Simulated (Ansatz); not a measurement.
**SiGe (model cell, started as CsCl type): phonons and vibrational spectra**

Wanted: vibrations and spectra of SiGe (model cell, started as CsCl type); the cell is already relaxed. After the zone centre comes a 4×4×4 q mesh on a 16×16×16 k mesh.

Main program and level: Ansatz 0.2.0; DFT PBEsol, scalar-relativistic, plane waves, PAW.

The structure was built from a prototype and need not be the compound's stable phase.

## Step 1: Set-up

It takes space group Pm-3m (No. 221, cubic). The conventional cell has a = 3.199 Å, b = 3.199 Å, c = 3.199 Å, α = 90.00°, β = 90.00°, γ = 90.00°. Si has 8 Ge at 2.77 Å nearest. Ge has 8 Si at 2.77 Å nearest. Farther neighbours are not listed.

Structure file:

```cif
data_structure
_symmetry_space_group_name_H-M 'Pm-3m'
_symmetry_Int_Tables_number 221
_cell_length_a 3.1994
_cell_length_b 3.1994
_cell_length_c 3.1994
_cell_angle_alpha 90.000
_cell_angle_beta 90.000
_cell_angle_gamma 90.000
_cell_volume 32.75
loop_
_atom_site_label
_atom_site_type_symbol
_atom_site_symmetry_multiplicity
_atom_site_Wyckoff_symbol
_atom_site_fract_x
_atom_site_fract_y
_atom_site_fract_z
_atom_site_occupancy
Si1 Si 1 a 0.00000 0.00000 0.00000 1
Ge1 Ge 1 b 0.50000 0.50000 0.50000 1
```

## Step 2: Zone-centre response

The cell comes from relaxations at this level that are not shown. The zone centre comes first: it holds the modes that light can see, as far as symmetry allows. No field response is asked, since the mesh shows no gap.

The input, input.yaml:

```yaml
crystal:
  lattice:
    - [3.1993734592, 0.0, 0.0]
    - [0.0, 3.1993734592, 0.0]
    - [0.0, 0.0, 3.1993734592]
  atoms:
    - { symbol: Si, position: [0.0, 0.0, 0.0] }
    - { symbol: Ge, position: [0.5, 0.5, 0.5] }
kpoints:
  mp_grid: { grid: [16, 16, 16] }
hamiltonian:
  xc: pbesol
scf:
  occupations: { method: methfessel_paxton, width: 0.2 }
output:
  eigenvalues: true
phonons:
  method: dfpt
```

Run with:

```sh
ansatz run input.yaml --threads 4 --pin off --max-ram 7168MiB --backend cpu --events-out ev --progress --plain --runs-dir out
```

Numbers of over 12 decimals in the logs are rounded to 6 here.

Output:

```text
Engine: ansatz 0.2.0, aarch64-unknown-linux-gnu
Pseudopotentials: kind: paw
Pseudopotential: Si, paw, valence charge 4, recommended cutoff 420 eV (normal), Si.paw.azcp
Pseudopotential: Ge, paw, valence charge 14, recommended cutoff 420 eV (normal), Ge.paw.azcp
Functional definition: PBEsol
  exchange = pbesol_x
  correlation = pbesol_c
Crystal: 2 atoms, lattice volume = 32.749 Å³
Basis set: ecut = 420 eV, 619 PW (Γ), exchange–correlation on 48×48×48 points (8 copies of the dense FFT grid, shifted against one another)
Bands: 13, of which v1, the nominal top of the filled ones, is band 9 counted from 1 (8 counted from 0)
Symmetry: 48 space group operations
k-points: 405 of 4096 (irreducible under 8 space group operations, time reversal used)
Non-local potential: Si, projectors of the file, l = 0: 2, l = 1: 2, l = 2: 2
Non-local potential: Ge, projectors of the file, l = 0: 2, l = 1: 2, l = 2: 3, l = 3: 1
PAW form: soft (Blöchl's): semilocal exchange-correlation on the pseudo side does not see the compensation charge
PAW frozen core: Si, regenerated for the run's functional, and the local potential with it (the file was generated under x = pbe(κ = 0.804, μ = 0.219515), c = pbe(β = 0.066725))
PAW frozen core: Ge, regenerated for the run's functional, and the local potential with it (the file was generated under x = pbe(κ = 0.804, μ = 0.219515), c = pbe(β = 0.066725))
PAW one-centre angular grid: Si, 110 points (default); XC on 64 Gauss nodes
PAW one-centre angular grid: Ge, 590 points (default); XC on 64 Gauss nodes
Initial density: superposition of atomic densities (neutral atoms: chi_scale 0, normalization atom), corrected by the library's trained network
Initial wavefunctions: pseudopotential atomic-orbital guess
Functional: x = pbesol(κ = 0.804, μ = 0.123457), c = pbesol(β = 0.046)
SCF iter   1: F=—  HF=-4874.168804 eV  |F-HF|=—  |Δ(HF+E_count)|=         —  Δρ=1.67e-3  dr2=1.12e-3  ethr=1.77e-3  ⟨swp⟩=5.2  Hψ=62894  notcnv=0  defer=23
automatic band count: the SCF goes on with 17 bands, as 13 were too few: the levels above may hold too much charge
preconditioner: auto → none  [metal: Δε(μ)=0.024 eV  Ē_g=24.125 eV  σ=0.200 eV  W_gap=0.10  n_scr=6 (ndim 8)  ℏωp=27.5 eV  f_vac=0.000  D(μ)=0.87/eV (n_scr^D=6)  sad-step TF]
SCF iter   2: F=—  HF=-4874.168299 eV  |F-HF|=—  |Δ(HF+E_count)|=   5.06e-4  S|Δr|=    0.00e0  Δρ=1.04e-3  dr2=4.22e-4  ethr=6.20e-6  ⟨swp⟩=1.7  Hψ=10619  notcnv=0  defer=23
SCF iter   3: F=—  HF=-4874.168209 eV  |F-HF|=—  |Δ(HF+E_count)|=   8.93e-5  S|Δr|=    0.00e0  Δρ=4.39e-4  dr2=4.51e-5  ethr=2.35e-6  ⟨swp⟩=2.0  Hψ=9448  notcnv=0  defer=23
SCF iter   4: F=—  HF=-4874.168165 eV  |F-HF|=—  |Δ(HF+E_count)|=   4.47e-5  S|Δr|=    0.00e0  Δρ=1.36e-4  dr2=1.30e-5  ethr=2.51e-7  ⟨swp⟩=2.0  Hψ=9486  notcnv=0  defer=23
SCF iter   5: F=—  HF=-4874.168158 eV  |F-HF|=—  |Δ(HF+E_count)|=   6.66e-6  S|Δr|=    0.00e0  Δρ=2.56e-5  dr2=1.69e-7  ethr=7.21e-8  ⟨swp⟩=2.7  Hψ=9101  notcnv=0  defer=23
SCF iter   6: F=—  HF=-4874.168158 eV  |F-HF|=—  |Δ(HF+E_count)|=   2.60e-7  S|Δr|=    0.00e0  Δρ=7.96e-6  dr2=1.39e-8  ethr=9.37e-10  ⟨swp⟩=2.0  Hψ=9485  notcnv=0  defer=23
SCF iter   7: F=—  HF=-4874.168158 eV  |F-HF|=—  |Δ(HF+E_count)|=   1.17e-8  S|Δr|=    0.00e0  Δρ=1.68e-6  dr2=6.41e-10  ethr=7.72e-11  ⟨swp⟩=2.2  Hψ=9169  notcnv=0  defer=23
SCF iter   8: F=—  HF=-4874.168158 eV  |F-HF|=—  |Δ(HF+E_count)|=  5.57e-10  S|Δr|=    0.00e0  Δρ=2.18e-7  dr2=1.08e-11  ethr=3.56e-12  ⟨swp⟩=2.0  Hψ=9339  notcnv=0  defer=23
SCF iter   9: F=-4874.168158 eV  HF=-4874.168158 eV  |F-HF|=9.09e-13  |Δ(HF+E_count)|=  1.18e-11  S|Δr|=    0.00e0  Δρ=2.09e-8  dr2=1.09e-13  ethr=1.00e-12  ⟨swp⟩=8.0  Hψ=29230  notcnv=0
SCF 1 converged in 9 iterations: F = -4874.168158 eV  dr2 = 1.09e-13
  greatest PAW one-centre occupation: 0.998 electrons in one spin orbital (limit 2), on the Ge atom at site 1 (counted from 0), in its partial waves of l = 2
DFPT response loops at Γ: preconditioner auto → Kerker (q_TF=auto, 2.469 Å⁻¹) (partly filled bands, converged f_vac=0.000); β = 1.00, the filter's whole step (`scf.mixing.beta` (0.50) is not read by the response loops under this deck's `scf.mixing.preconditioner`; to damp them name `kerker` or `kerker_dos`, under which they read `scf.mixing.beta`, and type it under 1.00, their step now; both keys bind the ground state too); Broyden in place of MSR1
SCF converged after 9 iterations
Stability not checked: this state was not tested for a lower state beside it, because cold or Methfessel-Paxton smearing, or corrected tetrahedra, fill the levels in a way that the test cannot read (fill_not_monotonic; see scf.lower_state_search)
Free energy (F): -4874.168158 eV
Harris-Foulkes:  -4874.168158 eV  (|F-HF|=9.09e-13)
Internal energy: -4874.170036 eV  (E = F + TS)
E sigma→0 (E₀):  -4874.168628 eV
Entropy (-TS):   0.001878 eV (0.939 meV/atom)
Fermi energy:    11.063539 eV
--- Per-component energies (eV) ---
  E_band       = -90.950556
  E_kinetic    = 151.070188
  E_local      = -2354.415453  (includes V_loc(G=0)·N_el)
  E_nonlocal   = 443.419411
  E_hartree    = 1045.842338
  E_xc         = -130.776181
  E_vxc        = -112.853540  (∫ρ·V_xc dr)
  E_paw        = -2474.515071  (= ΣΔE_a)
  E_vpaw       = -309.856125  (= ΣTr[D̂ρ^β])
  E_aug_tail   = 0.000308  (compensation charges beyond the density's cutoff)
  E_ewald      = -1555.745073
  E_core_change = 0.949497  (= ΣΔE_core)
  E_smearing   = 0.001878  (= −TS)
  E_closure    = -0.000000  (closes the sum)
  Σ components = -4874.168158   (vs F -4874.168158, Δ=0.00e0)
--- Band table (eV; the first three rows and the last of 405) ---
  k-point 0: bands = [... 5 lower, -2.7715, 10.3326, 10.5446, 10.5446, 10.5446, 14.4344, 14.4344, 21.4399, ... 4 higher]
  k-point 1: bands = [... 5 lower, -2.7152, 9.2851, 10.6000, 10.6000, 11.1851, 14.4868, 14.9868, 21.0735, ... 4 higher]
  k-point 2: bands = [... 5 lower, -2.5462, 7.9459, 10.7659, 10.7659, 11.6124, 14.6434, 16.3330, 20.2030, ... 4 higher]
  k-point 404: bands = [... 5 lower, 5.7978, 6.9889, 8.5236, 8.5236, 8.5236, 8.8670, 8.8670, 8.8670, ... 4 higher]
--- Phonons (Γ-DFPT): 2 representative perturbations + reference, on 405 of 4096 k-points (Σ response iterations 7) ---
  k mesh reduced under 8 symmetry operations, with k and −k counted as one. Each operation leaves every solved perturbation unchanged. A smaller set is not used because it would not reduce the number of displacements times k-points to solve
  ASR residual: 5.474e-6 → 0.000e0 eV/Å²; symmetrization residual: 6.173e-6 eV/Å²
  ASR residual per site (eV/Å²): 4.56e-6 5.47e-6
  Γ frequencies (cm⁻¹): 0.00 0.00 0.00 154.53 154.53 154.53
  non-analytic LO–TO correction: not included (Born effective charges unavailable; polar crystals: no LO–TO splitting at Γ)
```

Run time: 12 s. Hardware: 4 threads of Arm Neoverse V2, shared host; peak memory 0.85 GiB; 44 s of CPU time.

Numbers from this step:

```
volume per atom                                         : 16.37 Å³
gap on the k-mesh                                       : 0 eV
sum-rule residual before enforcement                    : 5.47e-6 eV/Å²
point group                                             : m-3m
highest optical mode at the zone centre (no LO-TO term) : 154.5 cm⁻¹
lowest optical zone-centre mode                         : 154.5 cm⁻¹
```

Patterns of degenerate modes are one choice out of their space. The modes at Γ (shares of kinetic energy by element, %):

```tsv
mode	frequency (cm⁻¹)	symmetry	Si %	Ge %
1	0.0	acoustic	28	72
2	0.0	acoustic	28	72
3	0.0	acoustic	28	72
4	154.5	T1u	72	28
5	154.5	T1u	72	28
6	154.5	T1u	72	28
```

Displacements in mode 4 (154.5 cm⁻¹), the largest set to 1:
```
Si1  1.00 -0.03  0.00
Ge2 -0.39  0.01  0.00
```

Before it was imposed, the acoustic sum rule was missed by 5.5e-6 eV/Å². Small misses are needed for a sound result but don't prove that mesh and cutoff are converged. The lowest optical mode is real, 155 cm⁻¹.

[end of part 1 of 2]

[Logs are printed without paths, hosts, clocks, repeated set-up lines and the standing remarks that a program may print on its own settings, such as how far it seeks lower states.]

[Hosts, paths, dates, database ids (printed as entryN), source tags and the programs' standing remarks are cut or masked in the printed files.]
